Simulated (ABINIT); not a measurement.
**Quasiparticle gap of SiO2 (P4_32_12) in ABINIT**

How does a plane-wave GW calculation on SiO2 (P4_32_12) run from the first input to the gap?

Method: LDA and many-body steps on it, plane waves, in ABINIT 10.8.3.

Most raw output is cut from this account.

### 1. The starting structure

The structure is tetragonal, space group P4_32_12 (No. 96). The conventional cell has a = 4.933 Å, b = 4.933 Å, c = 6.465 Å, α = 90.00°, β = 90.00°, γ = 90.00°. Si has 4 O at 1.62 Å nearest. Nearest to O lie 2 Si at 1.62 Å. Farther neighbours and most contacts between anions are not listed.

The cell and positions come from the Crystallography Open Database and are kept as given unless a step says otherwise.

### 2. Ground state

This step: ABINIT 10.8.3; DFT, LDA, plane waves, norm-conserving pseudopotentials.

The ground-state density comes first.

The input, run.abi:

```
acell 3*1.0 Angstrom
rprim 
  4.932900000000 0.000000000000 0.000000000000
  0.000000000000 4.932900000000 0.000000000000
  0.000000000000 0.000000000000 6.464500000000
ntypat 2
znucl 14 8
natom 12
typat 1 1 1 1 2 2 2 2 2 2 2 2
xred 
  0.817705000000 0.817705000000 0.500000000000
  0.682295000000 0.317705000000 0.250000000000
  0.182295000000 0.182295000000 0.000000000000
  0.317705000000 0.682295000000 0.750000000000
  0.268340000000 0.364570000000 0.801930000000
  0.135430000000 0.768340000000 0.551930000000
  0.731660000000 0.635430000000 0.301930000000
  0.864570000000 0.231660000000 0.051930000000
  0.768340000000 0.135430000000 0.448070000000
  0.635430000000 0.731660000000 0.698070000000
  0.231660000000 0.864570000000 0.948070000000
  0.364570000000 0.268340000000 0.198070000000
pp_dirpath "pseudos"
pseudos "Si.upf, O.upf"
ecut 36
ngkpt 4 4 4
nshiftk 1
shiftk 0 0 0
kptopt 1
chksymbreak 0
nband 42
occopt 1
tolvrs 1e-08
nstep 60
prtwf 0
optforces 0
optstress 0
indata_prefix "in"
outdata_prefix "out"
tmpdata_prefix "tmp"
```

Run with:

```
$ OMP_NUM_THREADS=1 mpirun -n 4 abinit run.abi > log
```

It took 87 s on 4 MPI ranks of Arm Neoverse V2, shared host; peak memory 0.55 GiB; 5.8 min of CPU time.

This step gave:

| Item | Value |
| --- | --- |
| total energy | -4074.5408 eV |
| gap | 5.522 eV |
| k of the valence top | 0, 0, 0 |
| k of the conduction bottom | 0, 0, 0 |
| least direct gap | 5.522 eV |

The gap is direct, at Γ.

### 3. Bands along the symmetry lines

Levels along a band path, at the cheap level, show where the edges lie and whether the meshes to come will hold them.

Edit run.abi of step 2 so:

```diff
@@ -25,14 +25,53 @@
 ecut 36
-ngkpt 4 4 4
-nshiftk 1
-shiftk 0 0 0
-kptopt 1
-chksymbreak 0
-nband 42
-occopt 1
-tolvrs 1e-08
-nstep 60
+iscf -2
+irdden 1
+kptopt 0
+nkpt 39
+kpt 
+  0.00000000 0.00000000 0.00000000
+  0.00000000 0.12500000 0.00000000
+  0.00000000 0.25000000 0.00000000
+  0.00000000 0.37500000 0.00000000
+  0.00000000 0.50000000 0.00000000
+  0.12500000 0.50000000 0.00000000
+  0.25000000 0.50000000 0.00000000
+  0.37500000 0.50000000 0.00000000
+  0.50000000 0.50000000 0.00000000
+  0.37500000 0.37500000 0.00000000
+  0.25000000 0.25000000 0.00000000
+  0.12500000 0.12500000 0.00000000
+  0.00000000 0.00000000 0.00000000
+  0.00000000 0.00000000 0.12500000
+  0.00000000 0.00000000 0.25000000
+  0.00000000 0.00000000 0.37500000
+  0.00000000 0.00000000 0.50000000
+  0.00000000 0.12500000 0.50000000
+  0.00000000 0.25000000 0.50000000
+  0.00000000 0.37500000 0.50000000
+  0.00000000 0.50000000 0.50000000
+  0.12500000 0.50000000 0.50000000
+  0.25000000 0.50000000 0.50000000
+  0.37500000 0.50000000 0.50000000
+  0.50000000 0.50000000 0.50000000
+  0.37500000 0.37500000 0.50000000
+  0.25000000 0.25000000 0.50000000
+  0.12500000 0.12500000 0.50000000
+  0.00000000 0.00000000 0.50000000
+  0.00000000 0.50000000 0.00000000
+  0.00000000 0.50000000 0.12500000
+  0.00000000 0.50000000 0.25000000
+  0.00000000 0.50000000 0.37500000
+  0.00000000 0.50000000 0.50000000
+  0.50000000 0.50000000 0.00000000
+  0.50000000 0.50000000 0.12500000
+  0.50000000 0.50000000 0.25000000
+  0.50000000 0.50000000 0.37500000
+  0.50000000 0.50000000 0.50000000
+istwfk *1
+nband 47
+nbdbuf 10
+tolwfr 1e-07
+nstep 50
 prtwf 0
-optforces 0
-optstress 0
+prtvol 0
 indata_prefix "in"
```

Run time: 96 s. Hardware: 4 MPI ranks; peak memory 0.65 GiB; 6.4 min of CPU time.

This step gave:

| Item | Value |
| --- | --- |
| gap | 5.522 eV |
| k of the valence top | 0, 0, 0 |
| k of the conduction bottom | 0, 0, 0 |
| least direct gap | 5.522 eV |

The gap is 5.522 eV, as in the run before at this level.

Electronic bands along the path, in eV, zero at the top of the highest filled band:

```
    point  band 29  band 30  band 31  band 32  band 33  band 34  band 35  band 36
        Γ    -0.85    -0.47    -0.47     0.00     5.52     8.53     8.53     9.14
  halfway    -0.95    -0.56    -0.54    -0.17     6.20     8.68     8.68     8.91
        X    -0.73    -0.73    -0.54    -0.54     7.62     7.62     8.88     8.88
  halfway    -0.70    -0.70    -0.52    -0.52     7.95     7.95     8.56     8.56
        M    -0.59    -0.59    -0.50    -0.50     8.36     8.36     8.46     8.46
  halfway    -0.91    -0.67    -0.57    -0.27     6.79     8.31     8.67     8.90
        Γ    -0.85    -0.47    -0.47     0.00     5.52     8.53     8.53     9.14
  halfway    -0.82    -0.74    -0.49    -0.12     5.93     7.99     8.76     9.12
        Z    -0.73    -0.73    -0.42    -0.42     6.92     6.92     8.92     8.92
  halfway    -0.88    -0.88    -0.31    -0.31     7.31     7.31     9.14     9.14
        R    -0.91    -0.91    -0.23    -0.23     7.97     7.97     8.94     8.94
  halfway    -0.81    -0.81    -0.28    -0.28     8.21     8.21     8.97     8.97
        A    -0.51    -0.51    -0.51    -0.51     8.82     8.82     8.82     8.82
  halfway    -0.88    -0.88    -0.30    -0.30     7.65     7.65     9.30     9.30
        Z    -0.73    -0.73    -0.42    -0.42     6.92     6.92     8.92     8.92
jump to X    -0.73    -0.73    -0.54    -0.54     7.62     7.62     8.88     8.88
  halfway    -0.88    -0.88    -0.34    -0.34     7.77     7.77     8.94     8.94
        R    -0.91    -0.91    -0.23    -0.23     7.97     7.97     8.94     8.94
jump to M    -0.59    -0.59    -0.50    -0.50     8.36     8.36     8.46     8.46
  halfway    -0.57    -0.57    -0.49    -0.49     8.55     8.55     8.62     8.62
        A    -0.51    -0.51    -0.51    -0.51     8.82     8.82     8.82     8.82
```

### 4. Empty states on the mesh, 2×2×2 mesh, 271 bands

The sums over transitions need many empty states on a uniform mesh; this step solves for them.

The input, run.abi:

```
acell 3*1.0 Angstrom
rprim 
  4.932900000000 0.000000000000 0.000000000000
  0.000000000000 4.932900000000 0.000000000000
  0.000000000000 0.000000000000 6.464500000000
ntypat 2
znucl 14 8
natom 12
typat 1 1 1 1 2 2 2 2 2 2 2 2
xred 
  0.817705000000 0.817705000000 0.500000000000
  0.682295000000 0.317705000000 0.250000000000
  0.182295000000 0.182295000000 0.000000000000
  0.317705000000 0.682295000000 0.750000000000
  0.268340000000 0.364570000000 0.801930000000
  0.135430000000 0.768340000000 0.551930000000
  0.731660000000 0.635430000000 0.301930000000
  0.864570000000 0.231660000000 0.051930000000
  0.768340000000 0.135430000000 0.448070000000
  0.635430000000 0.731660000000 0.698070000000
  0.231660000000 0.864570000000 0.948070000000
  0.364570000000 0.268340000000 0.198070000000
pp_dirpath "pseudos"
pseudos "Si.upf, O.upf"
ecut 36
ngkpt 2 2 2
nshiftk 1
shiftk 0 0 0
kptopt 1
chksymbreak 0
iscf -2
irdden 1
istwfk *1
nband 271
nbdbuf 24
tolwfr 1e-09
nstep 60
prtvol 0
indata_prefix "in"
outdata_prefix "out"
tmpdata_prefix "tmp"
```

Run time: 4.2 min. Hardware: 4 MPI ranks; peak memory 0.63 GiB; 17 min of CPU time.

Numbers from this step:

```
gap                                                           : 5.522 eV
k of the valence top                                          : 0, 0, 0
k of the conduction bottom                                    : 0, 0, 0
least direct gap                                              : 5.522 eV
k points computed                                             : 6
lowest point of the top converged band, above the valence top : 66.8475 eV
```

On this mesh the gap is 5.522 eV.

### 5. Screening, 2×2×2 mesh, 247 bands, screening to 106.1 eV

The RPA dielectric matrix is built and inverted for each q.

This step: RPA screening on LDA, plane waves, norm-conserving pseudopotentials.

Edit run.abi of step 4 so:

```diff
@@ -30,10 +30,11 @@
 chksymbreak 0
-iscf -2
-irdden 1
 istwfk *1
-nband 271
-nbdbuf 24
-tolwfr 1e-09
-nstep 60
-prtvol 0
+occopt 1
+irdwfk 1
+optdriver 3
+nband 247
+ecuteps 3.9
+inclvkb 2
+awtr 1
+symchi 1
 indata_prefix "in"
```

Elapsed: 3.4 min, on 4 MPI ranks; peak memory 3.6 GiB.

This step gave:

```
ε∞ with local fields, on this mesh, along the program's q direction : 2.35
the same without local fields                                       : 2.568
plasma frequency                                                    : 23.69 eV
plane waves in the screening matrix                                 : 379
```

Local fields lower ε∞ by 8 %. On a Γ-centred mesh this coarse the value itself is usually too large, while a short band sum pulls it down.

### 6. Self-energy, 2×2×2 mesh, 247 bands, screening to 106.1 eV

The self-energy is evaluated for the states that the input lists, and the levels follow from it, in one-shot runs by the linearised quasiparticle equation.

This step: G0W0 on LDA, plane waves, norm-conserving pseudopotentials.

Edit run.abi of step 5 so:

```diff
@@ -33,8 +33,25 @@
 irdwfk 1
-optdriver 3
+optdriver 4
 nband 247
+gwcalctyp 0
+ecutsigx 36
+symsigma 1
+nkptgw 6
+kptgw 
+  0.0000000000 0.0000000000 0.0000000000
+  0.5000000000 0.0000000000 0.0000000000
+  0.5000000000 0.5000000000 0.0000000000
+  0.0000000000 0.0000000000 0.5000000000
+  0.5000000000 0.0000000000 0.5000000000
+  0.5000000000 0.5000000000 0.5000000000
+bdgw 
+  30 35
+  31 34
+  31 34
+  31 34
+  31 34
+  29 36
 ecuteps 3.9
-inclvkb 2
-awtr 1
-symchi 1
+irdscr 1
+ppmodel 1
 indata_prefix "in"
```

It took 77 s on 4 MPI ranks; peak memory 2.7 GiB.

Numbers from this step:

```yaml
g0w0_gap_on_the_mesh: 8.431 eV
starting_gap_on_the_mesh: 5.522 eV
k_of_the_valence_top: 0, 0, 0
k_of_the_conduction_bottom: 0, 0, 0
z_at_the_valence_top: 0.817
z_at_the_conduction_bottom: 0.871
least_direct_g0w0_gap_on_the_computed_points: 8.431 eV
```

The gap on the mesh goes from 5.52 eV to 8.43 eV, a correction of +2.91 eV.

Limits: finite bands, cutoff and mesh; coarse k mesh. v1 is the top filled band, c1 the lowest empty one. The levels before and after the correction (eV, zero at the valence-band top of each column):

```
           conduction bottom  valence top
Kohn-Sham               5.52         0.00
     G0W0               8.43         0.00
```

```
             level  energy (eV)
Kohn-Sham  Γ v3-v2       -0.470
Kohn-Sham     Γ v1        0.000
Kohn-Sham     Γ c1        5.522
Kohn-Sham  Γ c2-c3        8.533
     G0W0  Γ v3-v2       -0.540
     G0W0     Γ v1        0.000
     G0W0     Γ c1        8.431
     G0W0  Γ c2-c3       11.686
```

### 7. Where the time went

Times are wall times on 4 MPI ranks of Arm Neoverse V2, shared host, good to a factor of about two.

```
                          step     time  share  memory (GiB)
                  ground state     87 s   12 %          0.55
bands along the symmetry lines     96 s   13 %          0.65
      empty states on the mesh  4.2 min   35 %          0.63
                     screening  3.4 min   28 %           3.6
                   self-energy     77 s   11 %           2.7
```

### 8. Summary of results

```json
{
 "LDA gap": "5.52 eV, direct",
 "G0W0 gap on the mesh": "8.43 eV",
 "GW settings": "2×2×2 mesh, 247 bands, screening to 106.1 eV, Godby-Needs plasmon pole",
 "known limits": "not at the basis limit; coarse k mesh"
}
```

**Reading.** G0W0 moves the gap on the mesh from 5.52 eV to 8.43 eV (+2.91 eV), with Z of 0.82 and 0.87 at the edges. Local fields lower the RPA ε∞ on this mesh from 2.57 to 2.35; a Γ-centred mesh this coarse tends to raise both, most where the direct gap is narrow, while a short band sum lowers them. Bands and cutoff are finite, so the gap is not at the basis limit. The miss can reach some tenths of an eV and take either sign; the mesh is an error of its own. The 2×2×2 mesh is coarse for this cell, which bears on the long-range parts of exchange and screening.

[Paths, hosts, dates, memory and timing lines, banners, echoed tables and standing remarks are left out of the program output.]

[Logs are printed without paths, hosts, clocks, repeated set-up lines and the standing remarks that a program may print on its own settings, such as how far it seeks lower states.]

[Runs of the session that timed out or met a known fault of the program may be left out.]

[Hosts, paths, dates, database ids (printed as entryN), source tags and the programs' standing remarks are cut or masked in the printed files.]

[G0W0 gaps are taken among the corrected bands and points alone; a level outside them can change the order at an edge.]

[Where Ansatz stands beside ABINIT at settings called matched, ABINIT's density can come from a denser mesh and the files from another edition; pairs whose starting gaps differed by over 0.03 eV were left out, so agreement reads better than it is.]
